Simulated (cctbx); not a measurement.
**A crystallographic session in cctbx: TmGaS2O**

Library: cctbx 2025.11. The data are simulated by the first script.

## 1. Simulate the data

run.py:

```python
from cctbx import adptbx, crystal, miller, sgtbx, xray
from cctbx.array_family import flex
from iotbx.shelx import hklf
from scitbx import matrix
import scitbx.random

cs = crystal.symmetry(unit_cell=(6.232, 8.687, 6.168, 90, 90, 90), space_group_symbol='Hall: -P 2ac 2n')  # Pnma
atoms = [  # label, site, U (iso, or U11 U22 U33 U12 U13 U23 in A^2), occupancy
    ("Tm1", (0.5446, 0.25, 0.0077), (0.0035, 0.0038, 0.0035, 0.0000, -0.0002, 0.0000), 1),
    ("Ga1", (0.5, 0, 0.5), (0.0056, 0.0056, 0.0049, -0.0002, 0.0004, -0.0002), 1),
    ("S1", (0.2831, 0.0434, 0.2171), (0.0083, 0.0081, 0.0085, -0.0005, -0.0003, 0.0002), 0.94),
    ("O1", (0.5215, 0.75, 0.4269), (0.0102, 0.0084, 0.0085, 0.0000, -0.0000, 0.0000), 1),
]
xs = xray.structure(crystal_symmetry=cs)
for label, site, u, occ in atoms:
    u = adptbx.u_cif_as_u_star(cs.unit_cell(), u) if isinstance(u, tuple) else u
    xs.add_scatterer(xray.scatterer(label, site=site, u=u, occupancy=occ))
xs.set_inelastic_form_factors(1.54184, "sasaki")
xs.show_summary()
p1 = xs.expand_to_p1()
ms = miller.build_set(p1, anomalous_flag=True, d_min=0.8)
flex.set_random_seed(489874)
scitbx.random.set_random_seed(489874)
ms = ms.select(flex.random_double(ms.size()) < 0.7)
i = ms.structure_factors_from_scatterers(p1, algorithm="direct").f_calc().as_intensity_array().data()
i = i / flex.sqrt(1 + 0.3 * i / flex.max(i))  # extinction
i = i * 40000 / flex.max(i)
sig = flex.sqrt(i + flex.pow2(0.04 * i) + 2 ** 2)
noise = scitbx.random.variate(scitbx.random.normal_distribution())(i.size())
data = ms.array(data=i + sig * noise, sigmas=sig).set_observation_type_xray_intensity()
with open("data.hkl", "w") as f:
    data.export_as_shelx_hklf(f)
print("reflections written:", data.size(), " <I/sigma> = %.1f" % flex.mean(data.data() / data.sigmas()))
for h, a, b in list(data.sort("data"))[:12]:
    print("%4d%4d%4d %9.1f %7.1f" % (h + (a, b)))
```

```console
$ python run.py
```

```text
Number of scatterers: 4
At special positions: 3
Unit cell: (6.232, 8.687, 6.168, 90, 90, 90)
Space group: P n m a (No. 62)
reflections written: 1907  <I/sigma> = 14.1
   0   4   0   40829.4  1612.5
   2   0  -2   39735.7  1551.7
  -2   0   2   38001.6  1551.7
   1   2  -1   30916.4  1137.0
  -1   2   1   30022.1  1137.0
  -1   2  -1   29022.1  1137.0
   1  -2   1   27808.9  1137.0
  -1  -2   1   27726.7  1137.0
  -1  -2  -1   27448.9  1137.0
   0   0   4   26110.7  1124.4
   1  -2  -1   26000.1  1137.0
   1  -2  -3   25664.0   966.0
```

It took 0.38 s on 1 thread of Arm Neoverse N1, on a shared host, peak memory 0.07 GiB.

## 2. Refinement

run.py:

```python
import math
from cctbx import adptbx, crystal, maptbx, sgtbx, xray
from cctbx.array_family import flex
from cctbx.xray import observations
from iotbx.shelx import hklf
from scitbx.lstbx import normal_eqns_solving
from smtbx import absolute_structure, utils
from smtbx.refinement import constraints, least_squares

cs = crystal.symmetry(unit_cell=(6.232, 8.687, 6.168, 90, 90, 90), space_group_symbol='Hall: -P 2ac 2n')  # Pnma
atoms = [  # label, site, U (iso, or U11 U22 U33 U12 U13 U23 in A^2), occupancy
    ("Tm1", (0.5446, 0.25, 0.0077), 0.0200, 1),
    ("Ga1", (0.5, 0, 0.5), 0.0200, 1),
    ("S1", (0.2831, 0.0434, 0.2171), 0.0200, 1),
    ("O1", (0.5215, 0.75, 0.4269), 0.0200, 1),
]
xs = xray.structure(crystal_symmetry=cs)
for label, site, u, occ in atoms:
    u = adptbx.u_cif_as_u_star(cs.unit_cell(), u) if isinstance(u, tuple) else u
    xs.add_scatterer(xray.scatterer(label, site=site, u=u, occupancy=occ))
xs.set_inelastic_form_factors(1.54184, "sasaki")
xs.convert_to_anisotropic()
raw = hklf.reader(file_name="data.hkl").as_miller_arrays(crystal_symmetry=cs, anomalous=True)[0]
merged = raw.eliminate_sys_absent().merge_equivalents()
fo2 = merged.array().set_observation_type_xray_intensity()
print("Rint %.3f, %d unique reflections to %.2f A" % (merged.r_int(), fo2.size(), fo2.d_min()))
for sc in xs.scatterers():
    sc.flags.set_grad_site(True)
    sc.flags.set_grad_u_aniso(sc.flags.use_u_aniso())
    sc.flags.set_grad_u_iso(sc.flags.use_u_iso())
obs = fo2.as_xray_observations()
extra = {}
rep = constraints.reparametrisation(xs, [], utils.connectivity_table(xs), **extra)
ls = least_squares.crystallographic_ls(obs, rep, weighting_scheme=least_squares.mainstream_shelx_weighting(a=0, b=0))
print("cycle     R1     wR2    GooF  max shift (A)")
for cycle in range(12):
    ls.build_up()
    r1, wr2, goof = ls.r1_factor(cutoff_factor=2)[0], ls.wR2(), ls.goof()
    old = xs.sites_cart()
    normal_eqns_solving.levenberg_marquardt_iterations(ls, n_max_iterations=3, tau=1e-06, step_threshold=1e-7)
    big = flex.max((xs.sites_cart() - old).norms())
    print("%4d %7.4f %7.4f %7.3f %9.5f" % (cycle + 1, r1, wr2, goof, big))
    ls.build_up(objective_only=True)
    if abs(ls.wR2() - wr2) < 5e-5 and big < 5e-4:
        break
ls.build_up()
print("final R1 %.4f wR2 %.4f GooF %.3f  parameters %d  data/parameter %.1f" % (ls.r1_factor(cutoff_factor=2)[0], ls.wR2(), ls.goof(), ls.n_parameters, fo2.size() / ls.n_parameters))
cov = ls.covariance_matrix_and_annotations()
su = dict(zip(cov.annotations, (math.sqrt(max(v, 0)) for v in cov.matrix.matrix_packed_u_diagonal())))
a2 = cs.unit_cell().reciprocal_parameters()[0] ** -2
print("atom        x        y        z      Ueq    occ   su(xyz)  su(Uiso or U11)")
for sc in xs.scatterers():
    s = max(su.get(sc.label + k, 0) for k in (".x", ".y", ".z"))
    npd = "" if sc.is_positive_definite_u(cs.unit_cell()) else "  NPD"
    print("%-5s %8.5f %8.5f %8.5f %8.4f %6.3f %8.5f %7.4f%s" % ((sc.label,) + sc.site + (sc.u_iso_or_equiv(cs.unit_cell()), sc.occupancy, s, su.get(sc.label + ".uiso", su.get(sc.label + ".u11", 0) * a2), npd)))
fo = fo2.f_sq_as_f()
fc = fo.structure_factors_from_scatterers(xs, algorithm="direct").f_calc()
diff = fo.f_obs_minus_f_calc(1 / math.sqrt(ls.scale_factor()), fc).average_bijvoet_mates()
m = diff.fft_map(symmetry_flags=maptbx.use_space_group_symmetry, resolution_factor=0.25).apply_volume_scaling()
print("difference map: max %.2f min %.2f rms %.2f" % (m.statistics().max(), m.statistics().min(), m.statistics().sigma()))
peaks = m.peak_search(parameters=maptbx.peak_search_parameters(min_distance_sym_equiv=0.6, max_clusters=6)).all()
near = xs.closest_distances(peaks.sites(), distance_cutoff=4)
sps = cs.special_position_settings(min_distance_sym_equiv=0.5)
for k, (x, h) in enumerate(zip(peaks.sites(), peaks.heights())):
    ss = sps.site_symmetry(x)
    print("Q%-3d %7.4f %7.4f %7.4f %4d %7.2f  %.2f A from %s" % ((k + 1,) + tuple(t % 1 for t in ss.exact_site()) + (ss.multiplicity(), h, near.smallest_distances[k], xs.scatterers()[near.i_seqs[k]].label)))
```

```console
$ python run.py
```

```text
Rint 0.031, 361 unique reflections to 0.80 A
cycle     R1     wR2    GooF  max shift (A)
   1  0.1275  0.2852  10.586   0.00293
   2  0.0143  0.0351   1.301   0.00000
final R1 0.0143 wR2 0.0351 GooF 1.301  parameters 27  data/parameter 13.4
atom        x        y        z      Ueq    occ   su(xyz)  su(Uiso or U11)
Tm1    0.54461  0.25000  0.00776   0.0029  1.000  0.00003  0.0002
Ga1    0.50000  0.00000  0.50000   0.0049  1.000  0.00000  0.0002
S1     0.28321  0.04326  0.21709   0.0105  1.000  0.00011  0.0003
O1     0.52129  0.75000  0.42733   0.0082  1.000  0.00048  0.0013
difference map: max 0.55 min -0.92 rms 0.20
Q1    0.9921  0.0534  0.6988    8    0.57  1.64 A from S1
Q2    0.2287  0.0006  0.0546    8    0.52  1.12 A from S1
Q3    0.1155  0.1342  0.6203    8    0.50  1.35 A from Tm1
Q4    0.1069  0.6584  0.9679    8    0.46  1.16 A from O1
Q5    0.0343  0.5601  0.6680    8    0.46  1.19 A from S1
Q6    0.1111  0.0988  0.3864    8    0.44  1.52 A from Tm1
```

Time: 0.53 s.

This run holds a fault made on purpose: disorder ignored: each site full, of its main element.

## 3. Refinement (occupancies of the disordered sites free, main element alone)

run.py, as its changes from the last script of this kind:

```diff
@@ -12,4 +12,4 @@
-    ("Tm1", (0.5446, 0.25, 0.0077), 0.0200, 1),
-    ("Ga1", (0.5, 0, 0.5), 0.0200, 1),
-    ("S1", (0.2831, 0.0434, 0.2171), 0.0200, 1),
-    ("O1", (0.5215, 0.75, 0.4269), 0.0200, 1),
+    ("Tm1", (0.54461, 0.25, 0.00776), 0.0120, 1),
+    ("Ga1", (0.5, 0, 0.5), 0.0120, 1),
+    ("S1", (0.28321, 0.04326, 0.21709), 0.0120, 1),
+    ("O1", (0.52129, 0.75, 0.42733), 0.0120, 1),
@@ -30,0 +31 @@
+    sc.flags.set_grad_occupancy(sc.label in ('S1',))
@@ -36 +37 @@
-for cycle in range(12):
+for cycle in range(20):
@@ -55,0 +57 @@
+print("su of occupancy S1: %.3f" % su["S1.occ"])
```

```console
$ python run.py
```

```text
Rint 0.031, 361 unique reflections to 0.80 A
cycle     R1     wR2    GooF  max shift (A)
   1  0.0761  0.1877   6.975   0.00048
   2  0.0134  0.0296   1.100   0.00019
   3  0.0134  0.0287   1.067   0.00008
   4  0.0134  0.0286   1.062   0.00003
final R1 0.0134 wR2 0.0286 GooF 1.061  parameters 28  data/parameter 12.9
atom        x        y        z      Ueq    occ   su(xyz)  su(Uiso or U11)
Tm1    0.54461  0.25000  0.00774   0.0032  1.000  0.00003  0.0002
Ga1    0.50000  0.00000  0.50000   0.0052  1.000  0.00000  0.0002
S1     0.28325  0.04330  0.21704   0.0083  0.950  0.00009  0.0003
O1     0.52134  0.75000  0.42721   0.0084  1.000  0.00039  0.0010
su of occupancy S1: 0.004
difference map: max 0.52 min -1.20 rms 0.20
Q1    0.9933  0.0564  0.6921    8    0.52  1.65 A from S1
Q2    0.1234  0.1378  0.6213    8    0.52  1.35 A from Tm1
Q3    0.2278  0.0064  0.0610    8    0.47  1.07 A from S1
Q4    0.1226  0.0895  0.3829    8    0.45  1.49 A from S1
Q5    0.0290  0.5561  0.6803    8    0.43  1.20 A from S1
Q6    0.1542  0.1461  0.1149    8    0.42  1.36 A from S1
```

It took 0.65 s on 1 thread of Arm Neoverse N1, on a shared host, peak memory 0.09 GiB.

[Logs are printed without paths, hosts, clocks, repeated set-up lines and the standing remarks that a program may print on its own settings, such as how far it seeks lower states.]
